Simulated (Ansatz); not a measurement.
**What SnO (model cell, started as zinc blende) distorts into**

Which phase does SnO (model cell, started as zinc blende) fall into along its unstable mode, and how much energy does it gain?

Main program and level: Ansatz 0.2.0; DFT LDA, scalar-relativistic, plane waves, PAW.

This is a report of a sequence of runs, with the program logs left out and the cost of each run kept.

The structure was built from a prototype and need not be the compound's stable phase.

## 1. Starting point

The structure is cubic, space group F-43m (No. 216). Conventional cell: a = 5.323 Å, b = 5.323 Å, c = 5.323 Å, α = 90.00°, β = 90.00°, γ = 90.00°. Nearest to Sn lie 4 O at 2.30 Å. Nearest to O lie 4 Sn at 2.30 Å. Farther neighbours, and contacts between anions beyond the nearest, are not listed.

## 2. Phonons on a q mesh

Stability and thermal properties need the whole zone. Linear response on a 4×4×4 q mesh gives force constants as far as a supercell of that size would.

Input file input.yaml:

```yaml
crystal:
  lattice:
    - [0.0, 2.6614960121, 2.6614960121]
    - [2.6614960121, 0.0, 2.6614960121]
    - [2.6614960121, 2.6614960121, 0.0]
  atoms:
    - { symbol: Sn, position: [0.0, 0.0, 0.0] }
    - { symbol: O, position: [0.25, 0.25, 0.25] }
kpoints:
  mp_grid: { grid: [12, 12, 12] }
hamiltonian:
  xc: lda
scf:
  occupations: { method: methfessel_paxton, width: 0.15 }
output:
  eigenvalues: true
phonons:
  method: dfpt
  qmesh: [4, 4, 4]
  temperatures: { t_max: 1000, t_step: 50 }
  qpath:
    path:
      - [[0.0, 0.0, 0.0], [-0.5, -0.5, 0.0], [-0.375, -0.375, 0.25]]
      - [[-0.375, 0.0, 0.375], [0.0, 0.0, 0.0], [0.0, 0.0, 0.5], [-0.5, -0.25, 0.25], [-0.5, -0.5, 0.0]]
    npoints: 10
```

Launch:

```
> ansatz run input.yaml --threads 4 --pin off --max-ram 7168MiB --backend cpu --events-out ev --progress --plain --runs-dir out
```

Run time: 3.2 min. Hardware: 4 threads of Arm Neoverse V2, shared host; peak memory 2.2 GiB.

This step gave:

- volume per atom: 18.85 Å³
- gap on the k-mesh: 0 eV
- sum-rule residual before enforcement: 8.67e-5 eV/Å²
- lowest frequency on the path: -263.6 cm⁻¹
- point group: -43m
- highest frequency on path, mesh or solved points: 218.4 cm⁻¹
- highest optical mode at the zone centre (no LO-TO term): 218.1 cm⁻¹
- lowest optical zone-centre mode: 218.1 cm⁻¹
- lowest mode on the q mesh (acoustic modes at Γ apart): -258.8 cm⁻¹

Frequencies (cm⁻¹) solved at each irreducible wavevector; negative means imaginary. Frequencies by wavevector, by row:

| q in reciprocal lattice units | star | mode 1 | mode 2 | mode 3 | mode 4 | mode 5 | mode 6 |
| --- | --- | --- | --- | --- | --- | --- | --- |
| 0 0 0 | 1 | 0 | 0 | 0 | 218.1 | 218.1 | 218.1 |
| 0 0 0.25 | 8 | -28.8 | -28.8 | 0.1 | 159.2 | 202 | 202 |
| 0 0 -0.5 | 4 | -38.9 | -38.9 | -34.6 | 160.8 | 171.3 | 171.3 |
| 0 0.25 0.25 | 6 | -157.7 | -157.7 | -156.7 | 114.7 | 118.1 | 118.1 |
| 0 0.25 -0.5 | 24 | -221.2 | -162.3 | 72.8 | 114.6 | 142.3 | 161.5 |
| 0 0.25 -0.25 | 12 | -213.9 | -97.5 | -65.1 | 132.6 | 149.5 | 163.9 |
| 0 -0.5 -0.5 | 3 | -258.8 | -239.1 | -239.1 | 106.3 | 106.3 | 145.9 |
| 0.25 -0.5 -0.25 | 6 | -250 | -200.6 | -184.2 | 108.7 | 113.4 | 153.6 |

Interpolated from a 4×4×4 q mesh. Phonon branches along the path, in cm⁻¹:

| point | branch 1 | branch 2 | branch 3 | branch 4 | branch 5 | branch 6 |
| --- | --- | --- | --- | --- | --- | --- |
| Γ | 0 | 0 | 0 | 218 | 218 | 218 |
| halfway | -158 | -158 | -157 | 115 | 118 | 118 |
| X | -259 | -239 | -239 | 106 | 106 | 146 |
| halfway | -257 | -226 | -195 | 106 | 107 | 149 |
| U | -254 | -184 | -80 | 111 | 111 | 153 |
| jump to K | -254 | -184 | -80 | 111 | 111 | 153 |
| halfway | -156 | -85 | -34 | 135 | 160 | 185 |
| Γ | 0 | 0 | 0 | 218 | 218 | 218 |
| halfway | -29 | -29 | 0 | 159 | 202 | 202 |
| L | -39 | -39 | -35 | 161 | 171 | 171 |
| halfway | -203 | -96 | 39 | 135 | 142 | 159 |
| W | -250 | -201 | -184 | 109 | 113 | 154 |
| halfway | -264 | -211 | -181 | 107 | 109 | 150 |
| X | -259 | -239 | -239 | 106 | 106 | 146 |

Symmetry leaves 8 wavevectors to solve. The lowest mode among them, the acoustic zeros apart, lies at q = (0, -0.5, -0.5) and is imaginary, 258.8i cm⁻¹, so the energy falls along it. Between them the interpolated path dips to 264i cm⁻¹.

## 3. The mode frozen in, largest atomic shift 0 Å

The mode followed lies at q = (0.25, -0.5, -0.25) with frequency 250.0i cm⁻¹, one of the unstable modes though not the softest. At small amplitude the pattern taken leaves space group no. 121 by a symmetry search on the positions. The undistorted cell that holds it gives the zero of energy on the same k mesh.

System of this step: SnO (model cell, started as zinc blende). It takes space group F-43m (No. 216, cubic). The conventional cell has a = 5.323 Å, b = 5.323 Å, c = 5.323 Å, α = 90.00°, β = 90.00°, γ = 90.00°. Nearest to Sn lie 4 O at 2.30 Å. Nearest to O lie 4 Sn at 2.30 Å. Farther neighbours, and contacts between anions beyond the nearest, are not listed.

Input file input.yaml:

```yaml
crystal:
  lattice:
    - [0.0, 0.0, -5.3229920242]
    - [5.3229920242, 0.0, 0.0]
    - [2.6614960121, -5.3229920242, -2.6614960121]
  atoms:
    - { symbol: Sn, position: [0.75, 0.25, 0.5] }
    - { symbol: Sn, position: [0.25, 0.75, 0.5] }
    - { symbol: Sn, position: [0.5, 0.5, 0.0] }
    - { symbol: Sn, position: [0.0, 0.0, 0.0] }
    - { symbol: O, position: [0.625, 0.625, 0.25] }
    - { symbol: O, position: [0.125, 0.125, 0.25] }
    - { symbol: O, position: [0.375, 0.875, 0.75] }
    - { symbol: O, position: [0.875, 0.375, 0.75] }
kpoints:
  mp_grid: { grid: [8, 8, 8] }
hamiltonian:
  xc: lda
scf:
  occupations: { method: methfessel_paxton, width: 0.15 }
output:
  forces: true
  stress: true
  eigenvalues: true
```

Elapsed: 10 s, on 4 threads; peak memory 0.58 GiB.

This step gave:

| Quantity | Value |
| --- | --- |
| pressure | -0.03474 GPa |
| energy from the undistorted cell | 0 meV/atom |

The run ends at a pressure of -0.03 GPa.

## 4. The mode frozen in, largest atomic shift 0.32 Å

The atoms are moved along the unstable eigenvector, the largest shift by 0.32 Å, with the cell fixed.

input.yaml, the sections that differ from step 3:

```yaml
crystal:
  lattice:
    - [0.0, 0.0, -5.3229920242]
    - [5.3229920242, 0.0, 0.0]
    - [2.6614960121, -5.3229920242, -2.6614960121]
  atoms:
    - { symbol: Sn, position: [0.7483184206, 0.2483184206, 0.5033631588] }
    - { symbol: Sn, position: [0.2516815794, 0.7516815794, 0.4966368412] }
    - { symbol: Sn, position: [0.5, 0.5, 0.0] }
    - { symbol: Sn, position: [0.0, 0.0, 0.0] }
    - { symbol: O, position: [0.6675088313, 0.5824911687, 0.25] }
    - { symbol: O, position: [0.0824911687, 0.1675088313, 0.25] }
    - { symbol: O, position: [0.3324911687, 0.8324911687, 0.75] }
    - { symbol: O, position: [0.9175088313, 0.4175088313, 0.75] }
# kpoints, hamiltonian, scf, output: as in step 3
```

The job ended after 9.9 s (4 threads; peak memory 0.59 GiB; 39 s of CPU time).

Numbers from this step:

```yaml
pressure: 0.7035 GPa
energy_from_the_undistorted_cell: -42.05 meV/atom
```

The energy, extrapolated to zero smearing, is -42.05 meV/atom against the undistorted cell.

The run ends at a pressure of 0.70 GPa, with forces up to 0.88 eV/Å.

## 5. Energy along the mode, all amplitudes (two of the runs are shown above)

An imaginary frequency means negative curvature, so the energy should fall and then rise again as anharmonic terms take over.

This step gave:

```yaml
depth_at_the_lowest_point_sampled: 42.05 meV/atom
largest_atomic_shift_at_that_point: 0.32 Å
```

Energy from the parent against largest atomic shift:

| largest atomic shift (Å) | energy from the parent (meV/atom) |
| --- | --- |
| 0.000 | 0 |
| 0.040 | -1.48 |
| 0.080 | -5.76 |
| 0.140 | -15.9 |
| 0.220 | -31.2 |
| 0.320 | -42.1 |
| 0.450 | -16.5 |
| 0.600 | 118 |

Displacement at unit largest shift by atom:

| atom | x (Å) | y (Å) | z (Å) | size |
| --- | --- | --- | --- | --- |
| Sn1 | 0.000 | -0.056 | 0.000 | 0.056 |
| Sn2 | 0.000 | 0.056 | 0.000 | 0.056 |
| Sn3 | 0.000 | 0.000 | 0.000 | 0.000 |
| Sn4 | 0.000 | 0.000 | 0.000 | 0.000 |
| O5 | -0.707 | 0.000 | -0.707 | 1.000 |
| O6 | 0.707 | 0.000 | 0.707 | 1.000 |
| O7 | -0.707 | 0.000 | 0.707 | 1.000 |
| O8 | 0.707 | 0.000 | -0.707 | 1.000 |

The lowest step is at 0.32 Å, 42.1 meV/atom below the parent, and the energy rises beyond it.

## 6. Relaxing from the distorted cell

Starting from the lowest point found, all atoms and the cell are let go, so that strain and other modes of the same symmetry can join in.

Changes to input.yaml since step 4:

```diff
@@ -24 +24,6 @@
   eigenvalues: true
+relax:
+  adjacent_minimum: "off"
+  f_tol: 0.002
+  max_steps: 120
+  cell: { stress_tol: 0.03 }
```

It took 2 min on 4 threads; peak memory 0.63 GiB; 7.8 min of CPU time.

The steps of the relaxation:

| step | energy less that of the first step (eV) | largest force component (eV/Å) | pressure (GPa) | volume (Å³) |
| --- | --- | --- | --- | --- |
| 1 | 0.0000 | 0.8791 | 0.70 | 150.82 |
| 2 | -0.4039 | 0.4586 | -1.40 | 147.56 |
| 3 | -0.7764 | 0.4505 | -2.16 | 141.98 |
| 4 | -0.8804 | 0.5916 | 0.15 | 133.84 |
| 5 | -0.9622 | 0.1593 | 0.54 | 135.49 |
| 6 | -0.9597 | 0.0395 | -0.48 | 136.47 |
| 7 | -0.9640 | 0.0008 | 0.00 | 135.85 |
| 8* | -0.9371 | 0.0042 | -0.31 | 135.85 |
| 9 | -0.9394 | 0.0078 | -0.01 | 135.35 |
| 10 | -0.9395 | 0.0005 | 0.00 | 135.34 |
| 11* | -0.9377 | 0.0005 | -0.01 | 135.34 |

Relaxation steps marked * repeat the geometry before them on a plane-wave basis chosen anew for their cell, so energy and pressure can jump there.

Forces are held to the 8 operations that the program found; a distortion that breaks them can't arise in this run.

| conventional cell, symmetrised | before | after | change |
| --- | --- | --- | --- |
| a (Å) | 5.323 | 5.265 | -1.1 % |
| b (Å) | 5.323 | 5.265 | -1.1 % |
| c (Å) | 10.646 | 9.764 | -8.3 % |
| volume (Å³/atom) | 18.85 | 16.92 | -10.3 % |

The atoms that moved most (Å, as changes of fractional coordinates times the final cell):

| atom | dx | dy | dz | length |
| --- | --- | --- | --- | --- |
| Sn2 | 0.000 | 0.466 | 0.000 | 0.466 |
| Sn1 | 0.000 | -0.466 | 0.000 | 0.466 |
| O7 | -0.061 | 0.287 | 0.061 | 0.300 |
| O8 | 0.061 | 0.287 | -0.061 | 0.300 |
| O5 | -0.061 | -0.287 | -0.061 | 0.300 |
| O6 | 0.061 | -0.287 | 0.061 | 0.300 |

This step gave:

```yaml
pressure: -0.009091 GPa
volume_per_atom: 16.92 Å³
```

The distorted start has space group I-42m; the relaxation ends in I-42m.

## 7. The new phase in its own primitive cell

The relaxed structure is symmetrised, reduced to its primitive cell and relaxed tightly, as its phonons need.

Input file input.yaml:

```yaml
crystal:
  lattice:
    - [-2.6325571154, 2.6325571154, 4.8821347257]
    - [2.6325571154, -2.6325571154, 4.8821347257]
    - [2.6325571154, 2.6325571154, -4.8821347257]
  atoms:
    - { symbol: Sn, position: [0.2993919855, 0.2993919855, 0.0] }
    - { symbol: Sn, position: [0.7006080145, 0.7006080145, 0.0] }
    - { symbol: Sn, position: [0.5, 0.0, 0.5] }
    - { symbol: Sn, position: [0.0, 0.5, 0.5] }
    - { symbol: O, position: [0.9584068272, 0.9584068272, 0.6080105036] }
    - { symbol: O, position: [0.3503963236, 0.3503963236, 0.3919894964] }
    - { symbol: O, position: [0.0415931728, 0.6496036764, 0.0] }
    - { symbol: O, position: [0.6496036764, 0.0415931728, 0.0] }
kpoints:
  mp_grid: { grid: [8, 8, 8] }
hamiltonian:
  xc: lda
scf:
  occupations: { method: methfessel_paxton, width: 0.15 }
output:
  forces: true
  stress: true
  eigenvalues: true
relax:
  adjacent_minimum: "off"
  f_tol: 0.001
  max_steps: 60
  cell: { stress_tol: 0.01 }
```

Wall time 38 s (4 threads); peak memory 0.62 GiB.

Little changed from the start: no atom moved by 0.005 Å and no cell edge by 0.1 %.

Numbers from this step:

```yaml
pressure: 0.005425 GPa
```

The largest force component left is 0.70 meV/Å and the pressure is 0.005 GPa, within the tolerances set. The cell now holds 16.92 Å³/atom.

## 8. Modes of the new phase, k-mesh 8×8×8

A relaxed structure may still be a saddle point, so its zone-centre modes are computed. No field response is asked, since the mesh shows no gap.

Input file input.yaml:

```yaml
crystal:
  lattice:
    - [-2.6329432208, 2.6329432208, 4.8801321391]
    - [2.6329432208, -2.6329432208, 4.8801321391]
    - [2.6329432208, 2.6329432208, -4.8801321391]
  atoms:
    - { symbol: Sn, position: [0.2994058809, 0.2994058809, 0.0] }
    - { symbol: Sn, position: [0.7005941191, 0.7005941191, 0.0] }
    - { symbol: Sn, position: [0.5, 0.0, 0.5] }
    - { symbol: Sn, position: [0.0, 0.5, 0.5] }
    - { symbol: O, position: [0.9583772866, 0.9583772866, 0.6079608559] }
    - { symbol: O, position: [0.3504164307, 0.3504164307, 0.3920391441] }
    - { symbol: O, position: [0.0416227134, 0.6495835693, 0.0] }
    - { symbol: O, position: [0.6495835693, 0.0416227134, 0.0] }
kpoints:
  mp_grid: { grid: [8, 8, 8] }
hamiltonian:
  xc: lda
scf:
  occupations: { method: methfessel_paxton, width: 0.15 }
output:
  eigenvalues: true
phonons:
  method: dfpt
```

The job ended after 10 min (4 threads; peak memory 4.5 GiB; 40 min of CPU time).

Read from the output:

* sum-rule residual before enforcement: 6.14e-5 eV/Å²
* point group: -42m
* highest optical mode at the zone centre (no LO-TO term): 519.1 cm⁻¹
* lowest optical zone-centre mode: -88.02 cm⁻¹

Patterns of degenerate modes are one choice out of their space. The modes at Γ (shares of kinetic energy by element, %) (negative means imaginary):

| mode | frequency (cm⁻¹) | symmetry | Sn % | O % |
| --- | --- | --- | --- | --- |
| 1 | -88.0 | A2 | 21 | 79 |
| 2 | -83.6 | E | 71 | 29 |
| 3 | -83.6 | E | 71 | 29 |
| 4 | -60.1 | E | 63 | 37 |
| 5 | -60.1 | E | 63 | 37 |
| 6 | 0.0 | acoustic | 88 | 12 |
| 7 | 0.0 | acoustic | 88 | 12 |
| 8 | 0.0 | acoustic | 88 | 12 |
| 9 | 86.1 | A2 | 79 | 21 |
| 10 | 95.0 | E | 43 | 57 |
| 11 | 95.0 | E | 43 | 57 |
| 12 | 122.2 | B2 | 82 | 18 |
| 13 | 136.2 | B1 | 0 | 100 |
| 14 | 140.6 | A1 | 89 | 11 |
| 15 | 152.5 | E | 81 | 19 |
| 16 | 152.5 | E | 81 | 19 |
| 17 | 190.5 | E | 40 | 60 |
| 18 | 190.5 | E | 40 | 60 |
| 19 | 279.5 | B2 | 24 | 76 |
| 20 | 288.4 | A1 | 6 | 94 |
| 21 | 426.3 | E | 13 | 87 |
| 22 | 426.3 | E | 13 | 87 |
| 23 | 461.9 | B2 | 6 | 94 |
| 24 | 519.1 | A1 | 5 | 95 |

Displacements in mode 1 (-88.0 cm⁻¹), the largest set to 1:
```
Sn1  0.00  0.00  0.00
Sn2  0.00  0.00  0.00
Sn3  0.00  0.00 -0.37
Sn4  0.00  0.00  0.37
O5  -1.00  1.00  0.00
O6   1.00 -1.00  0.00
O7   1.00  1.00  0.00
O8  -1.00 -1.00  0.00
```

Displacements in mode 20 (288.4 cm⁻¹), the largest set to 1:
```
Sn1  0.00  0.00  0.17
Sn2  0.00  0.00 -0.17
Sn3  0.00  0.00  0.00
Sn4  0.00  0.00  0.00
O5   0.57  0.57 -1.00
O6  -0.57 -0.57 -1.00
O7   0.57 -0.57  1.00
O8  -0.57  0.57  1.00
```

Before it was imposed, the acoustic sum rule was missed by 6.1e-5 eV/Å². Small misses are needed for a sound result but don't prove that mesh and cutoff are converged. The lowest optical mode is imaginary, 88.0i cm⁻¹, so the energy falls along it.

## 9. The phases reached

The phases reached along the modes that were followed are set side by side.

Energies are those of the first relaxation, on the mesh of the frozen mode; space group, volume and gap are those of the last relaxation. Phases, by row:

| mode frozen in | space group | energy from parent (meV/atom) | volume (Å³/atom) | gap on mesh (eV) | lowest zone-centre optical mode (cm⁻¹) | largest shift (Å) |
| --- | --- | --- | --- | --- | --- | --- |
| parent | F-43m | 0 | 18.85 | 0 | – | – |
| q = (0, -0.5, -0.5), 259i cm⁻¹ | P-4m2 | -65.58 | 17.86 | 0 | -31.6 | 0.454 |
| q = (0.25, -0.5, -0.25), 250i cm⁻¹ | I-42m | -159.2 | 16.92 | 0 | -88 | 0.494 |

## 10. Summary of results

* unstable mode of the parent: q = (0.25, -0.5, -0.25), 250i cm⁻¹
* depth at the lowest point sampled: 42.1 meV/atom
* largest atomic shift at that point: 0.32 Å
* space group reached: I-42m
* energy gained over the parent (first relaxation, on the mesh of the frozen mode): 159 meV/atom
* volume per atom, phase reached: 16.9 Å³
* lowest optical zone-centre mode, phase reached: -88.0 cm⁻¹
* highest optical mode at the zone centre (no LO-TO term), phase reached: 519 cm⁻¹

What this shows: Along this mode the structure falls into I-42m, 159 meV/atom below the parent. At the parent's cell the well is 42.05 meV/atom deep on the steps tried, with its lowest point at a shift of 0.32 Å. Relaxing atoms and cell changes the gain by +117.16 meV/atom against the lowest step (energies at zero smearing). Most of the total comes from this relaxation. The new phase still has an imaginary mode at the zone centre of its cell, so it is a saddle point on the way to a lower structure. Of the 2 patterns followed from this parent, this one reaches the lowest energy. Each path keeps the symmetry of its pattern, so a lower phase may lie along a pattern not tried. With no gap, or one that is small against the smearing, the frequencies hang on the k mesh and the smearing, most of all near Kohn anomalies. The volume moved by more than a tenth on the k mesh of the start, so the energy gain is rough. A semilocal functional can close a gap that the real compound would have, so the metallic treatment may be an artefact of the level. Spin-orbit coupling is left out, which can matter for the heavy elements here. A phonon run warned that its eigensolver left some bands unconverged in a pass. The starting cell was built on a prototype and not taken from a measurement, so the phase need not exist.

[Long decimals in the printed logs are rounded to 6 places.]

[Logs are printed without paths, hosts, clocks, repeated set-up lines and the standing remarks that a program may print on its own settings, such as how far it seeks lower states.]

[Hosts, paths, dates, database ids (printed as entryN), source tags and the programs' standing remarks are cut or masked in the printed files.]

[Where the starting crystal was built by hand or by swapping elements, it need not be the compound's stable phase.]
